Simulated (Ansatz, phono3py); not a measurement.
# Heat carried by phonons in SrCl2 (Fm-3m)

How well does the lattice of SrCl2 conduct heat?

What experiment has found for this phase:
- thermal conductivity 2.3 W/m/K near room temperature (given in “Predicting the lattice thermal conductivity of solids by solving the Boltzmann transport equation: AFLOW - AAPL an automated, accurate and efficient framework”, 2017, arXiv:1611.05481)

Calculated with Ansatz 0.2.0; DFT RPBE, scalar-relativistic, plane waves, PAW; PAW set soft_1.

## Step 1: The starting structure

It takes space group Fm-3m (No. 225, cubic). The conventional cell has a = 6.977 Å, b = 6.977 Å, c = 6.977 Å, α = 90.00°, β = 90.00°, γ = 90.00°. Nearest to Sr lie 8 Cl at 3.02 Å. Nearest to Cl lie 4 Sr at 3.02 Å. Farther neighbours and most contacts between anions are not listed.

## Step 2: Probe on a coarse mesh

Before spending time, one coarse run tells the gap and the pressure of the starting cell.

File input.yaml:

```yaml
crystal:
  lattice:
    - [0.0, 3.48835, 3.48835]
    - [3.48835, 0.0, 3.48835]
    - [3.48835, 3.48835, 0.0]
  atoms:
    - { symbol: Sr, position: [0.0, 0.0, 0.0] }
    - { symbol: Cl, position: [0.25, 0.25, 0.25] }
    - { symbol: Cl, position: [0.75, 0.75, 0.75] }
kpoints:
  mp_grid: { grid: [4, 4, 4] }
hamiltonian:
  xc: rpbe
  pseudopotentials: { kind: paw, azcp: { folder: soft_1 } }
scf:
  occupations: { method: gaussian, width: 0.1 }
  lower_state_search: "off"
output:
  forces: true
  stress: true
  eigenvalues: true
```

Command:

```console
$ ansatz run input.yaml --threads 8 --pin off --max-ram 19456MiB --backend cpu --events-out ev --progress --plain --runs-dir out
```

Numbers of over 12 decimals in the logs are rounded to 6 here.

The program printed:

```text
Engine: ansatz 0.2.0, aarch64-unknown-linux-gnu
Pseudopotentials: kind: paw
Pseudopotential: Sr, paw, valence charge 10, recommended cutoff 420 eV (normal), soft_1/Sr.paw.azcp
Pseudopotential: Cl, paw, valence charge 7, recommended cutoff 420 eV (normal), soft_1/Cl.paw.azcp
Functional definition: RPBE
  parameter kappa = 0.804
  parameter beta = 0.066725
  exchange = rpbe_x(kappa = kappa, mu = beta*pi^2/3)
  correlation = pbe_c(beta = beta)
Crystal: 3 atoms, lattice volume = 84.897 Å³
Basis set: ecut = 420 eV, 1639 PW (Γ), exchange–correlation on 72×72×72 points (8 copies of the dense FFT grid, shifted against one another)
Bands: 16, of which v1, the nominal top of the filled ones, is band 12 counted from 1 (11 counted from 0)
Symmetry: 48 space group operations
Space group: Fm-3m (ITA 225), of the structure as read, at distance tolerance 4.4e-5 Å
k-points: 8 of 64
Non-local potential: Sr, projectors of the file, l = 0: 3, l = 1: 2, l = 2: 2
Non-local potential: Cl, projectors of the file, l = 0: 2, l = 1: 2, l = 2: 1
PAW form: soft (Blöchl's): semilocal exchange-correlation on the pseudo side does not see the compensation charge
PAW frozen core: Sr, regenerated for the run's functional, and the local potential with it (the file was generated under x = pbe(κ = 0.804, μ = 0.219515), c = pbe(β = 0.066725))
PAW frozen core: Cl, regenerated for the run's functional, and the local potential with it (the file was generated under x = pbe(κ = 0.804, μ = 0.219515), c = pbe(β = 0.066725))
PAW one-centre angular grid: Sr, 110 points (default); XC on 64 Gauss nodes
PAW one-centre angular grid: Cl, 110 points (default); XC on 64 Gauss nodes
Initial density: superposition of atomic densities (chi_scale 0.1, normalization cell, long waves kept (reshape's long-wave potential 0.00 eV rms))
Initial wavefunctions: pseudopotential atomic-orbital guess
Functional: x = rpbe, c = pbe(β = 0.066725)
SCF iter   1: F=—  HF=-5725.890462 eV  |F-HF|=—  |Δ(HF+E_count)|=         —  Δρ=4.02e-2  dr2=2.49e0  ethr=3.10e-3  ⟨swp⟩=10.1  Hψ=991  notcnv=0
preconditioner: auto → none  [insulator: Δε(μ)=4.289 eV  Ē_g=13.544 eV  σ=0.100 eV  W_gap=1.00  n_scr=14 (ndim 8)  ℏωp=18.9 eV  f_vac=0.013  D(μ)=0.00/eV (n_scr^D=0)  ε∞_Penn≈2.9]
SCF iter   2: F=—  HF=-5724.929567 eV  |F-HF|=—  |Δ(HF+E_count)|=   9.61e-1  Δρ=1.20e-2  dr2=1.75e-1  ethr=3.10e-3  ⟨swp⟩=4.5  Hψ=377  notcnv=0
SCF iter   3: F=—  HF=-5724.925932 eV  |F-HF|=—  |Δ(HF+E_count)|=   3.63e-3  Δρ=5.34e-3  dr2=2.17e-2  ethr=7.30e-4  ⟨swp⟩=2.1  Hψ=213  notcnv=0
SCF iter   4: F=—  HF=-5724.943127 eV  |F-HF|=—  |Δ(HF+E_count)|=   1.72e-2  Δρ=1.42e-3  dr2=1.21e-3  ethr=9.04e-5  ⟨swp⟩=2.8  Hψ=253  notcnv=0
SCF iter   5: F=—  HF=-5724.944960 eV  |F-HF|=—  |Δ(HF+E_count)|=   1.83e-3  Δρ=1.53e-4  dr2=2.39e-5  ethr=5.06e-6  ⟨swp⟩=2.0  Hψ=238  notcnv=0
SCF iter   6: F=—  HF=-5724.945009 eV  |F-HF|=—  |Δ(HF+E_count)|=   4.97e-5  Δρ=5.42e-5  dr2=2.40e-6  ethr=9.98e-8  ⟨swp⟩=2.0  Hψ=220  notcnv=0
SCF iter   7: F=—  HF=-5724.945009 eV  |F-HF|=—  |Δ(HF+E_count)|=   5.29e-7  Δρ=1.18e-5  dr2=1.25e-7  ethr=9.99e-9  ⟨swp⟩=2.0  Hψ=172  notcnv=0
SCF iter   8: F=-5724.945009 eV  HF=-5724.945009 eV  |F-HF|=1.42e-10  |Δ(HF+E_count)|=   1.74e-8  Δρ=7.94e-7  dr2=1.41e-10  ethr=4.17e-10  ⟨swp⟩=8.5  Hψ=748  notcnv=0
SCF 1 converged in 8 iterations: F = -5724.945009 eV  dr2 = 1.41e-10
  greatest PAW one-centre occupation: 0.987 electrons in one spin orbital (limit 2), on the Sr atom at site 0 (counted from 0), in its partial waves of l = 0
SCF converged after 8 iterations
Free energy (F): -5724.945009 eV
Harris-Foulkes:  -5724.945009 eV  (|F-HF|=1.42e-10)
Internal energy: -5724.945009 eV  (E = F + TS)
E sigma→0 (E₀):  -5724.945009 eV
Fermi energy:    6.060305 eV
--- Per-component energies (eV) ---
  E_band       = -144.163473
  E_kinetic    = 540.919861
  E_local      = -1189.805886  (includes V_loc(G=0)·N_el)
  E_nonlocal   = 293.260729
  E_hartree    = 324.983152
  E_xc         = -393.945019
  E_vxc        = -391.840356  (∫ρ·V_xc dr)
  E_paw        = -4021.439678  (= ΣΔE_a)
  E_vpaw       = -46.664317  (= ΣTr[D̂ρ^β])
  E_aug_tail   = 0.000199  (compensation charges beyond the density's cutoff)
  E_ewald      = -1278.767635
  E_core_change = -0.150732  (= ΣΔE_core)
  E_smearing   = -0.000000  (= −TS)
  E_closure    = 0.000000  (closes the sum)
  Σ components = -5724.945009   (vs F -5724.945009, Δ=0.00e0)
--- Forces (eV/Å), atoms counted from 1 ---
  atom   1  Sr    -0.00000000    -0.00000000     0.00000000
  atom   2  Cl    -0.00000000     0.00000000    -0.00000000
  atom   3  Cl     0.00000000     0.00000000    -0.00000000
  max |Σ_I F_I| component: 8.67e-19 eV/Å
--- Stress (GPa, compression-positive) ---
        2.990293      -0.000000      -0.000000
        0.000000       2.990293       0.000000
       -0.000000       0.000000       2.990293
  P = ⅓ Tr σ = 2.9903 GPa (29.903 kbar)
--- Band table (eV; the first three rows and the last of 8) ---
  k-point 0: bands = [... 8 lower, 1.1380, 2.8932, 2.8932, 2.8932, 8.8981, 9.4880, 9.4880, 12.4212]
  k-point 1: bands = [... 8 lower, 1.5002, 2.3349, 2.5971, 2.5971, 9.8754, 9.8754, 9.9744, 11.1664]
  k-point 2: bands = [... 8 lower, 1.7712, 1.9427, 2.1946, 2.1946, 10.1080, 10.1080, 10.8513, 11.3941]
  k-point 7: bands = [... 8 lower, 2.0371, 2.0371, 2.9193, 3.1206, 9.6743, 10.4128, 10.5745, 10.5745]
```

Elapsed: 1.1 s, on 8 threads of Arm Neoverse N1, shared host; peak memory 0.32 GiB.

The column dr2 measures how far the density is from self-consistency, as an energy; F and HF (Harris–Foulkes) agree once it is small.

A gap read on the k-mesh alone can miss the band edges.

This step gave:

| Property | Result |
| --- | --- |
| pressure | 2.990 GPa |
| gap on the k-mesh | 5.678 eV |
| volume per atom | 28.30 Å³/atom |

The start is under 3.0 GPa at this level and looks like an insulator or semiconductor on this mesh.

## Step 3: Finding the static equilibrium

The vibrations must be taken about the equilibrium of this functional, not about the starting cell, so the structure is relaxed.

input.yaml, the sections that differ from step 2:

```yaml
kpoints:
  mp_grid: { grid: [6, 6, 6] }
scf:
  occupations: { method: gaussian, width: 0.02 }
  lower_state_search: "off"
relax:
  adjacent_minimum: "off"
  f_tol: 0.005
  max_steps: 80
  cell: { stress_tol: 0.05 }
# crystal, hamiltonian, output: as in step 2
```

The program printed:

```text
[...]
Crystal: 3 atoms, lattice volume = 84.897 Å³
Basis set: ecut = 420 eV, 1639 PW (Γ), exchange–correlation on 72×72×72 points (8 copies of the dense FFT grid, shifted against one another)
Bands: 16, of which v1, the nominal top of the filled ones, is band 12 counted from 1 (11 counted from 0)
Symmetry: 48 space group operations
[...]
k-points: 16 of 216
[...]
SCF iter   1: F=—  HF=-5725.889749 eV  |F-HF|=—  |Δ(HF+E_count)|=         —  Δρ=4.01e-2  dr2=2.47e0  ethr=3.10e-3  ⟨swp⟩=10.7  Hψ=2056  notcnv=0
[...]
SCF iter   7: F=-5724.945057 eV  HF=-5724.945057 eV  |F-HF|=4.60e-8  |Δ(HF+E_count)|=   2.99e-7  Δρ=9.57e-6  dr2=8.04e-8  ethr=4.17e-10  ⟨swp⟩=6.5  Hψ=1657  notcnv=0
SCF 1 converged in 7 iterations: F = -5724.945057 eV  dr2 = 8.04e-8
[...]
relax step   1: F+E_penalty+E_count = -5724.94505655 eV  Δ(F+E_penalty+E_count) = +0.000e0 eV  max|allowed force component| = 1.735e-18 eV/Å  Δτ_max = 0.0000 Å  P = +2.990 GPa  Ω = 84.897 Å³  (7 SCF iters, dr2 threshold 1.00e-7 eV, accepted)
Crystal: 3 atoms, lattice volume = 91.900 Å³
Basis set: ecut = 420 eV, 1807 PW (Γ), exchange–correlation on 72×72×72 points (8 copies of the dense FFT grid, shifted against one another)
[...]
iter 1 solved again at ethr=8.77e-5 eV; its pass at ethr=3.10e-3 eV (dr2=2.11e-2 eV) is discarded
[...]
SCF iter   5: F=-5725.011068 eV  HF=-5725.011067 eV  |F-HF|=5.52e-7  |Δ(HF+E_count)|=   6.06e-6  Δρ=2.54e-5  dr2=2.76e-7  ethr=1.25e-9  ⟨swp⟩=6.9  Hψ=1659  notcnv=0
SCF 2 converged in 5 iterations: F = -5725.011068 eV  dr2 = 2.76e-7
relax step   2: F+E_penalty+E_count = -5725.01106783 eV  Δ(F+E_penalty+E_count) = -6.601e-2 eV  max|allowed force component| = 8.674e-18 eV/Å  Δτ_max = 0.0000 Å  P = +0.226 GPa  Ω = 91.900 Å³  energy of the carried Pulay correction = -1.235e-4 eV  (5 SCF iters, dr2 threshold 3.00e-7 eV, accepted)
Crystal: 3 atoms, lattice volume = 92.524 Å³
[...]
SCF iter   4: F=-5725.011558 eV  HF=-5725.011558 eV  |F-HF|=5.60e-8  |Δ(HF+E_count)|=   6.15e-7  Δρ=1.02e-5  dr2=8.09e-8  ethr=5.33e-10  ⟨swp⟩=6.4  Hψ=1664  notcnv=0
SCF 3 converged in 4 iterations: F = -5725.011558 eV  dr2 = 8.09e-8
relax step   3: F+E_penalty+E_count = -5725.01155830 eV  Δ(F+E_penalty+E_count) = -4.905e-4 eV  max|allowed force component| = 8.481e-18 eV/Å  Δτ_max = 0.0000 Å  P = +0.031 GPa  Ω = 92.524 Å³  energy of the carried Pulay correction = -1.340e-4 eV  (4 SCF iters, dr2 threshold 1.28e-7 eV, accepted)
[...]
SCF iter   5: F=-5725.011706 eV  HF=-5725.011706 eV  |F-HF|=6.40e-10  |Δ(HF+E_count)|=  3.64e-12  Δρ=1.58e-7  dr2=7.28e-12  ethr=1.00e-12  ⟨swp⟩=8.8  Hψ=1546  notcnv=0
SCF 4 converged in 5 iterations: F = -5725.011706 eV  dr2 = 7.28e-12
[...]
relax step   4: F+E_penalty+E_count = -5725.01170646 eV  Δ(F+E_penalty+E_count) = -1.482e-4 eV  max|allowed force component| = 7.806e-18 eV/Å  Δτ_max = 0.0000 Å  P = +0.032 GPa  Ω = 92.524 Å³  stress off target by 3.21e-2 GPa  SCF on the basis re-selected at this cell (its energy is not comparable with the rows above)  (5 SCF iters)
basis re-selected at this cell: Δ(F+E_penalty+E_count) = -1.482e-4 eV, ΔP = +0.001 GPa vs the last step (what re-selecting the basis moved, of the pressure what is left beyond the Pulay correction that the steps carried, after the strain that the cell walked since its last selection, with what the two solves' SCF thresholds leave and, on support functions, any second-order correction that the steps lacked; it is no m [...]
SCF converged after 5 iterations
Free energy (F): -5725.011706 eV
[...]
Internal energy: -5725.011706 eV  (E = F + TS)
E sigma→0 (E₀):  -5725.011706 eV
Fermi energy:    5.116963 eV
[...]
--- Stress (GPa, compression-positive) ---
        0.032083      -0.000000      -0.000000
       -0.000000       0.032083      -0.000000
       -0.000000      -0.000000       0.032083
  P = ⅓ Tr σ = 0.0321 GPa (0.321 kbar)
--- Band table (eV; the first three rows and the last of 16) ---
  k-point 0: bands = [... 8 lower, 0.6450, 2.1532, 2.1532, 2.1532, 7.7852, 8.7167, 8.7167, 11.3199]
  k-point 1: bands = [... 8 lower, 0.7923, 1.8925, 2.0303, 2.0303, 8.3272, 8.8819, 8.8819, 10.4101]
  k-point 2: bands = [... 8 lower, 1.0733, 1.4531, 1.7473, 1.7473, 9.1483, 9.1483, 9.2745, 10.2460]
  k-point 15: bands = [... 8 lower, 1.0925, 1.7430, 2.1704, 2.3905, 8.6034, 9.4538, 9.6900, 9.7579]
--- Relaxed structure (3 steps of the walk, 3 accepted, 1 SCFs on fresh bases) ---
  F+E_penalty+E_count = -5725.01170646 eV   max|allowed force component| = 7.806e-18 eV/Å   (the final SCF, on the basis selected at the relaxed cell)
  cell:  # Å, volume = 92.5242 Å³
    - [0, 3.589841, 3.589841]
    - [3.589841, 0, 3.589841]
    - [3.589841, 3.589841, 0]
  atoms:
    - { symbol: Sr, position: [0, 0, 0] }
    - { symbol: Cl, position: [0.25, 0.25, 0.25] }
    - { symbol: Cl, position: [0.750000, 0.750000, 0.750000] }
```

Elapsed: 2.3 s, on 8 threads; peak memory 0.38 GiB; 13 s of CPU time.

The steps of the relaxation:

| step | energy less that of the first step (eV) | largest force component (eV/Å) | pressure (GPa) | volume (Å³) |
| --- | --- | --- | --- | --- |
| 1 | 0.0000 | 0.0000 | 2.99 | 84.90 |
| 2 | -0.0660 | 0.0000 | 0.23 | 91.90 |
| 3 | -0.0665 | 0.0000 | 0.03 | 92.52 |
| 4* | -0.0666 | 0.0000 | 0.03 | 92.52 |

Relaxation steps marked * repeat the geometry before them on a plane-wave basis chosen anew for their cell, so energy and pressure can jump there.

Forces are held to the 48 operations that the run works with; a distortion that breaks them can't arise in this run.

| conventional cell, symmetrised | before | after | change |
| --- | --- | --- | --- |
| a (Å) | 6.977 | 7.180 | +2.9 % |
| b (Å) | 6.977 | 7.180 | +2.9 % |
| c (Å) | 6.977 | 7.180 | +2.9 % |
| volume (Å³/atom) | 28.30 | 30.84 | +9.0 % |

Final coordinates:

```cif
data_structure
_symmetry_space_group_name_H-M 'P 1'
_symmetry_Int_Tables_number 1
_cell_length_a 5.0768
_cell_length_b 5.0768
_cell_length_c 5.0768
_cell_angle_alpha 60.000
_cell_angle_beta 60.000
_cell_angle_gamma 60.000
_cell_volume 92.52
loop_
_atom_site_label
_atom_site_type_symbol
_atom_site_fract_x
_atom_site_fract_y
_atom_site_fract_z
_atom_site_occupancy
Sr1 Sr 0.00000 0.00000 0.00000 1
Cl2 Cl 0.25000 0.25000 0.25000 1
Cl3 Cl 0.75000 0.75000 0.75000 1
```

Numbers from this step:

* pressure: 0.03208 GPa
* gap on the k-mesh: 5.336 eV
* volume per atom: 30.84 Å³/atom

The relaxation ends with a pressure of 0.03 GPa.

(Part 1 of 6 ends here.)

[Logs are printed without paths, hosts, clocks, repeated set-up lines and the standing remarks that a program may print on its own settings, such as how far it seeks lower states.]

[Hosts, paths, dates, database ids (printed as entryN), source tags and the programs' standing remarks are cut or masked in the printed files.]

[A step with changed settings may run another functional than the one named; its input shows which.]

[Pressures of single members of a volume series are the stress at the run's cutoff; with an incomplete basis they can lie off −dE/dV of the same runs, and they are not shown converged.]
